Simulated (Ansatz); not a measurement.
# Meshes and cutoff for the phonons of NaI (Fm-3m), part 3 of 4

How do the frequencies of NaI (Fm-3m) move with q mesh, k mesh and cutoff?

Ansatz 0.2.0; DFT PBE, scalar-relativistic, plane waves, PAW.

So far. Step 10 (Another k mesh, k-mesh 6×6×6, q mesh 2×2×2): The highest optical mode at the zone centre (no LO-TO term) is 103.3 cm⁻¹, +0.0 cm⁻¹ against the base run. Step 11 (Another k mesh, q mesh 2×2×2): The highest optical mode at the zone centre (no LO-TO term) is 103.3 cm⁻¹, +0.0 cm⁻¹ against the base run. The relaxed cell has a = 6.528 Å (conventional setting).

### Step 12. Another k mesh, k-mesh 12×12×12, q mesh 2×2×2

The k mesh is changed to 12×12×12 on a small fixed q mesh, to find the coarsest that serves.

input.yaml reads:

```yaml
crystal:
  lattice:
    - [0.0, 3.2640968181, 3.2640968181]
    - [3.2640968181, 0.0, 3.2640968181]
    - [3.2640968181, 3.2640968181, 0.0]
  atoms:
    - { symbol: Na, position: [0.0, 0.0, 0.0] }
    - { symbol: I, position: [0.5, 0.5, 0.5] }
kpoints:
  mp_grid: { grid: [12, 12, 12] }
hamiltonian:
  xc: pbe
scf:
  occupations: { method: fixed }
output:
  eigenvalues: true
phonons:
  method: dfpt
  dielectric: true
  rigid_motions: translations
  qmesh: [2, 2, 2]
  temperatures: { t_max: 1000, t_step: 50 }
  qpath:
    path:
      - [[0.0, 0.0, 0.0], [0.5, 0.0, 0.5], [0.625, 0.25, 0.625]]
      - [[0.375, 0.375, 0.75], [0.0, 0.0, 0.0], [0.5, 0.5, 0.5], [0.5, 0.25, 0.75], [0.5, 0.0, 0.5]]
    npoints: 10
```

The run is started by

```console
$ ansatz run input.yaml --threads 4 --pin off --max-ram 7168MiB --backend cpu --events-out ev --progress --plain --runs-dir out
```

Numbers of over 12 decimals in the logs are rounded to 6 here.

The program printed:

```text
[...]
Crystal: 2 atoms, lattice volume = 69.554 Å³
Basis set: ecut = 420 eV, 1363 PW (Γ), exchange–correlation on 64×64×64 points (8 copies of the dense FFT grid, shifted against one another)
Bands: 17, of which v1, the nominal top of the filled ones, is band 13 counted from 1 (12 counted from 0)
Symmetry: 48 space group operations
k-points: 163 of 1728 (irreducible under 8 space group operations, time reversal used)
[...]
optical modes at Γ + LO–TO along q̂ = [0.0000, 1.0000, 0.0000]:
      ω (cm⁻¹)  modes    IR ((D/Å)²/amu)
        103.31      2             3.4705
        163.25      1             1.7353
  optical modes at Γ + LO–TO along q̂ = [0.0000, 0.0000, 1.0000]:
      ω (cm⁻¹)  modes    IR ((D/Å)²/amu)
        103.31      2             3.4705
        163.25      1             1.7353
--- Phonons (arbitrary-q DFPT): 3 irreducible q on the 2×2×2 mesh ---
[...]
interpolated dispersion: 63 rows × 6 modes
[...]
[key lines of the parts left out:]
SCF converged after 11 iterations
Free energy (F): -9001.884986 eV
Fermi energy:    2.802694 eV
```

The job ended after 60 s (4 threads of Arm Neoverse V2, shared host; peak memory 1.4 GiB).

The highest optical mode at the zone centre (no LO-TO term) is 103.3 cm⁻¹, +0.0 cm⁻¹ against the base run.

### Step 13. Comparing the runs

Times are for 4 threads of Arm Neoverse V2, shared host. The series side by side:

| no. | k-mesh | lowest mode on the q mesh (acoustic modes at Γ apart) (cm⁻¹) | highest frequency on the path or at a solved wavevector (cm⁻¹) | time | memory (GiB) |
| --- | --- | --- | --- | --- | --- |
| 1 | 6×6×6 | 38.74 | 164 | 16 s | 0.56 |
| 2 | 8×8×8 | 38.75 | 164 | 29 s | 0.74 |
| 3 | 12×12×12 | 38.75 | 164 | 60 s | 1.4 |

The runs together. Table of phonon density of states by wavenumber; read off at these points; values in 1/cm⁻¹/cell:

| wavenumber (cm⁻¹) | 6×6×6 | 8×8×8 | 12×12×12 |
| --- | --- | --- | --- |
| 1.0 | 1.0e-5 | 1.0e-5 | 1.0e-5 |
| 5.0 | 2.0e-4 | 2.0e-4 | 2.0e-4 |
| 9.0 | 8.5e-4 | 8.5e-4 | 8.5e-4 |
| 15.0 | 0.00301 | 0.00301 | 0.00301 |
| 19.0 | 0.00563 | 0.00562 | 0.00562 |
| 23.0 | 0.00919 | 0.00918 | 0.00918 |
| 27.0 | 0.0149 | 0.0149 | 0.0149 |
| 33.0 | 0.0299 | 0.0299 | 0.0299 |
| 37.0 | 0.0529 | 0.0527 | 0.0527 |
| 41.0 | 0.101 | 0.101 | 0.101 |
| 45.0 | 0.168 | 0.167 | 0.167 |
| 49.0 | 0.0944 | 0.0946 | 0.0946 |
| 55.0 | 0.0124 | 0.0124 | 0.0124 |
| 59.0 | 0.0493 | 0.0493 | 0.0493 |
| 63.0 | 0.0686 | 0.0686 | 0.0686 |
| 65.0 | 0.108 | 0.108 | 0.108 |
| 67.0 | 0.0729 | 0.0731 | 0.0731 |
| 71.0 | 0.0200 | 0.0200 | 0.0200 |
| 77.0 | 0 | 0 | 0 |
| 81.0 | 0 | 0 | 0 |
| 85.0 | 0 | 0 | 0 |
| 89.0 | 0 | 0 | 0 |
| 95.0 | 0.0135 | 0.0133 | 0.0133 |
| 99.0 | 0.0761 | 0.0760 | 0.0760 |
| 101.0 | 0.127 | 0.127 | 0.127 |
| 103.0 | 0.115 | 0.115 | 0.115 |
| 107.0 | 0.102 | 0.102 | 0.102 |
| 111.0 | 0.111 | 0.111 | 0.111 |
| 117.0 | 0.0498 | 0.0499 | 0.0499 |
| 121.0 | 0.0149 | 0.0149 | 0.0149 |
| 125.0 | 0.0165 | 0.0165 | 0.0165 |
| 129.0 | 0.0172 | 0.0172 | 0.0172 |
| 133.0 | 0.0183 | 0.0183 | 0.0183 |
| 139.0 | 0.0197 | 0.0197 | 0.0197 |
| 143.0 | 0.0211 | 0.0211 | 0.0211 |
| 147.0 | 0.0222 | 0.0222 | 0.0222 |
| 151.0 | 0.0236 | 0.0237 | 0.0236 |
| 157.0 | 0.0263 | 0.0263 | 0.0262 |
| 161.0 | 0.0290 | 0.0290 | 0.0289 |
| 165.0 | 1.0e-5 | 1.0e-5 | 1.0e-5 |

The runs together, line C_V. C_V, 6×6×6 = 8×8×8 = 12×12×12 against temperature:

| temperature (K) | C_V, 6×6×6 = 8×8×8 = 12×12×12 (J/mol-atom/K) |
| --- | --- |
| 0 | 0 |
| 50 | 15.8 |
| 100 | 21.8 |
| 150 | 23.4 |
| 200 | 24.1 |
| 250 | 24.4 |
| 300 | 24.5 |
| 350 | 24.6 |
| 400 | 24.7 |
| 450 | 24.8 |
| 500 | 24.8 |
| 550 | 24.8 |
| 600 | 24.8 |
| 650 | 24.9 |
| 700 | 24.9 |
| 750 | 24.9 |
| 800 | 24.9 |
| 850 | 24.9 |
| 900 | 24.9 |
| 950 | 24.9 |
| 1000 | 24.9 |

### Step 14. Another cutoff, cutoff 170 eV, q mesh 2×2×2

The cutoff is set to 170 eV on a small fixed q mesh.

Changes to input.yaml since step 12:

```diff
@@ -9,3 +9,3 @@
 kpoints:
-  mp_grid: { grid: [12, 12, 12] }
+  mp_grid: { grid: [8, 8, 8] }
 hamiltonian:
@@ -18,4 +18,2 @@
   method: dfpt
-  dielectric: true
-  rigid_motions: translations
   qmesh: [2, 2, 2]
@@ -27 +25,3 @@
     npoints: 10
+basis:
+  ecutwfc: 170
```

The program printed:

```text
Warning: basis.ecutwfc = 170 eV is below the records' recommended 420 eV, and the density's cutoff is lower with it unless basis.ecutrho_ratio is high enough to keep the records' density cutoff: compare with a run at a higher cutoff
[...]
Crystal: 2 atoms, lattice volume = 69.554 Å³
Basis set: ecut = 170 eV, 339 PW (Γ), exchange–correlation on 40×40×40 points (8 copies of the dense FFT grid, shifted against one another)
Bands: 17, of which v1, the nominal top of the filled ones, is band 13 counted from 1 (12 counted from 0)
Symmetry: 48 space group operations
k-points: 29 of 512
[...]
SCF iter   1: F=—  HF=-8963.502659 eV  |F-HF|=—  |Δ(HF+E_count)|=         —  Δρ=1.02e-1  dr2=3.21e0  ethr=1.77e-3  ⟨swp⟩=4.3  Hψ=2274  notcnv=0  defer=23
[...]
SCF iter   8: F=-8959.883013 eV  HF=-8959.883013 eV  |F-HF|=1.64e-11  |Δ(HF+E_count)|=   2.88e-9  Δρ=1.46e-7  dr2=7.78e-12  ethr=1.00e-12  ⟨swp⟩=5.1  Hψ=2625  notcnv=0
SCF 1 converged in 8 iterations: F = -8959.883013 eV  dr2 = 7.78e-12
[...]
k-points: 59 of 512 (irreducible under 8 space group operations, time reversal used)
[...]
SCF iter   3: F=-8959.883013 eV  HF=-8959.883013 eV  |F-HF|=3.64e-12  |Δ(HF+E_count)|=  7.28e-12  Δρ=9.41e-8  dr2=5.45e-12  ethr=1.00e-12  ⟨swp⟩=1.0  Hψ=2242  notcnv=0
SCF 2 converged in 3 iterations: F = -8959.883013 eV  dr2 = 5.45e-12
[...]
SCF converged after 8 iterations
Free energy (F): -8959.883013 eV
[...]
Internal energy: -8959.883013 eV  (E = F + TS)
E sigma→0 (E₀):  -8959.883013 eV
Fermi energy:    2.602316 eV
[...]
--- Band table (eV; the first three rows and the last of 29) ---
  k-point 0: bands = [... 9 lower, -8.9744, 2.6023, 2.6023, 2.6023, 6.0040, 10.9372, 10.9372, 10.9372]
  k-point 1: bands = [... 9 lower, -8.9380, 2.1869, 2.5704, 2.5704, 6.5150, 10.5138, 11.0997, 11.0997]
  k-point 2: bands = [... 9 lower, -8.8677, 1.3873, 2.4494, 2.4494, 7.3767, 10.2549, 10.9384, 10.9384]
  k-point 28: bands = [... 9 lower, -8.6872, 1.3154, 1.3154, 1.7244, 8.4684, 10.2543, 10.2543, 10.5856]
[...]
ASR residual: 9.845e-2 → 0.000e0 eV/Å²; symmetrization residual: 1.639e-6 eV/Å²
  ASR residual per site (eV/Å²): 9.85e-2 2.37e-2
  Γ frequencies (cm⁻¹): 0.00 0.00 0.00 287.13 287.13 287.13
  Unit cell's response to a homogeneous field, on a k mesh of 8×8×8: 1 representative field direction (Σ response iterations 8)
  ε∞ (high-frequency dielectric tensor):
        3.233636    -0.000000     0.000000
        0.000000     3.233636    -0.000000
        0.000000    -0.000000     3.233636
  ε⁰ (static dielectric tensor): not given — the deck does not say what the cell's rigid motions are, and on a molecule in a box or a wire the rigid rotations would enter the sum over the modes at Γ. For a crystal or a slab, whose only rigid motions are the translations, set phonons.rigid_motions: translations.
  Born effective charges Z* (e; rows j = field, columns β = displacement):
    site 0:
         1.22741    0.00000   -0.00000
        -0.00000    1.22741    0.00000
         0.00000   -0.00000    1.22741
    site 1:
        -1.22741   -0.00000    0.00000
         0.00000   -1.22741   -0.00000
         0.00000    0.00000   -1.22741
  Z* charge neutrality: 4.228e-3 e pre-enforcement
[...]
optical modes at Γ without the LO–TO term, one row a degenerate level:
      ω (cm⁻¹)  modes    IR ((D/Å)²/amu)
        287.13      3             5.3572
  optical modes at Γ + LO–TO along q̂ = [1.0000, 0.0000, 0.0000]:
      ω (cm⁻¹)  modes    IR ((D/Å)²/amu)
        287.13      2             3.5715
        315.24      1             1.7857
  optical modes at Γ + LO–TO along q̂ = [0.0000, 1.0000, 0.0000]:
      ω (cm⁻¹)  modes    IR ((D/Å)²/amu)
        287.13      2             3.5715
        315.24      1             1.7857
  optical modes at Γ + LO–TO along q̂ = [0.0000, 0.0000, 1.0000]:
      ω (cm⁻¹)  modes    IR ((D/Å)²/amu)
        287.13      2             3.5715
        315.24      1             1.7857
--- Phonons (arbitrary-q DFPT): 3 irreducible q on the 2×2×2 mesh ---
[...]
interpolated dispersion: 63 rows × 6 modes
[...]
```

The job ended after 8.8 s (4 threads; peak memory 0.52 GiB; 30 s of CPU time).

The run finished; it serves as a test, and its numbers are not taken as the result.

### Step 15. Another cutoff, cutoff 230 eV, q mesh 2×2×2

The cutoff is set to 230 eV on a small fixed q mesh.

Changes to input.yaml since step 14:

```diff
@@ -26,2 +26,2 @@
 basis:
-  ecutwfc: 170
+  ecutwfc: 230
```

The program printed:

```text
[...]
Crystal: 2 atoms, lattice volume = 69.554 Å³
Basis set: ecut = 230 eV, 537 PW (Γ), exchange–correlation on 48×48×48 points (8 copies of the dense FFT grid, shifted against one another)
Bands: 17, of which v1, the nominal top of the filled ones, is band 13 counted from 1 (12 counted from 0)
Symmetry: 48 space group operations
k-points: 29 of 512
[...]
SCF iter   1: F=—  HF=-8998.609790 eV  |F-HF|=—  |Δ(HF+E_count)|=         —  Δρ=1.74e-2  dr2=7.03e-2  ethr=1.77e-3  ⟨swp⟩=4.8  Hψ=2441  notcnv=0  defer=52
[...]
SCF iter   8: F=-8998.523445 eV  HF=-8998.523445 eV  |F-HF|=1.82e-12  |Δ(HF+E_count)|=  7.82e-11  Δρ=2.40e-8  dr2=3.02e-13  ethr=1.00e-12  ⟨swp⟩=7.7  Hψ=2425  notcnv=0
SCF 1 converged in 8 iterations: F = -8998.523445 eV  dr2 = 3.02e-13
[...]
k-points: 59 of 512 (irreducible under 8 space group operations, time reversal used)
[...]
SCF iter   2: F=-8998.523445 eV  HF=-8998.523445 eV  |F-HF|=1.82e-12  |Δ(HF+E_count)|=  1.75e-10  Δρ=2.69e-8  dr2=2.40e-13  ethr=1.00e-12  ⟨swp⟩=6.7  Hψ=3731  notcnv=0
SCF 2 converged in 2 iterations: F = -8998.523445 eV  dr2 = 2.40e-13
[...]
SCF converged after 8 iterations
Free energy (F): -8998.523445 eV
[...]
Internal energy: -8998.523445 eV  (E = F + TS)
E sigma→0 (E₀):  -8998.523445 eV
Fermi energy:    2.786278 eV
[...]
--- Band table (eV; the first three rows and the last of 29) ---
  k-point 0: bands = [... 9 lower, -8.2358, 2.7863, 2.7863, 2.7863, 6.3116, 10.7720, 10.7720, 10.7720]
  k-point 1: bands = [... 9 lower, -8.1975, 2.3412, 2.7464, 2.7464, 6.8212, 10.3869, 10.9157, 10.9157]
  k-point 2: bands = [... 9 lower, -8.1030, 1.5475, 2.6477, 2.6477, 7.6139, 10.2498, 10.7707, 10.7707]
  k-point 28: bands = [... 9 lower, -7.8685, 1.4537, 1.4537, 1.9051, 8.5542, 10.2718, 10.2718, 10.6405]
[...]
ASR residual: 1.789e-4 → 0.000e0 eV/Å²; symmetrization residual: 3.601e-6 eV/Å²
  ASR residual per site (eV/Å²): 6.25e-5 1.79e-4
  Γ frequencies (cm⁻¹): 0.00 0.00 0.00 136.89 136.89 136.89
[...]
ε∞ (high-frequency dielectric tensor):
        3.336104    -0.000000     0.000000
       -0.000000     3.336104    -0.000000
       -0.000000     0.000000     3.336104
[...]
Born effective charges Z* (e; rows j = field, columns β = displacement):
    site 0:
         1.21036    0.00000    0.00000
        -0.00000    1.21036   -0.00000
        -0.00000   -0.00000    1.21036
    site 1:
        -1.21036   -0.00000    0.00000
         0.00000   -1.21036    0.00000
         0.00000    0.00000   -1.21036
  Z* charge neutrality: 2.495e-6 e pre-enforcement
[...]
optical modes at Γ without the LO–TO term, one row a degenerate level:
      ω (cm⁻¹)  modes    IR ((D/Å)²/amu)
        136.89      3             5.2094
  optical modes at Γ + LO–TO along q̂ = [1.0000, 0.0000, 0.0000]:
      ω (cm⁻¹)  modes    IR ((D/Å)²/amu)
        136.89      2             3.4729
        186.28      1             1.7365
  optical modes at Γ + LO–TO along q̂ = [0.0000, 1.0000, 0.0000]:
      ω (cm⁻¹)  modes    IR ((D/Å)²/amu)
        136.89      2             3.4729
        186.28      1             1.7365
  optical modes at Γ + LO–TO along q̂ = [0.0000, 0.0000, 1.0000]:
      ω (cm⁻¹)  modes    IR ((D/Å)²/amu)
        136.89      2             3.4729
        186.28      1             1.7365
--- Phonons (arbitrary-q DFPT): 3 irreducible q on the 2×2×2 mesh ---
[...]
interpolated dispersion: 63 rows × 6 modes
[...]
```

Wall time 10 s (4 threads); peak memory 0.52 GiB.

The run finished; it serves as a test, and its numbers are not taken as the result.

[end of part 3 of 4]

[Logs are printed without paths, hosts, clocks, repeated set-up lines and the standing remarks that a program may print on its own settings, such as how far it seeks lower states.]

[Hosts, paths, dates, database ids (printed as entryN), source tags and the programs' standing remarks are cut or masked in the printed files.]
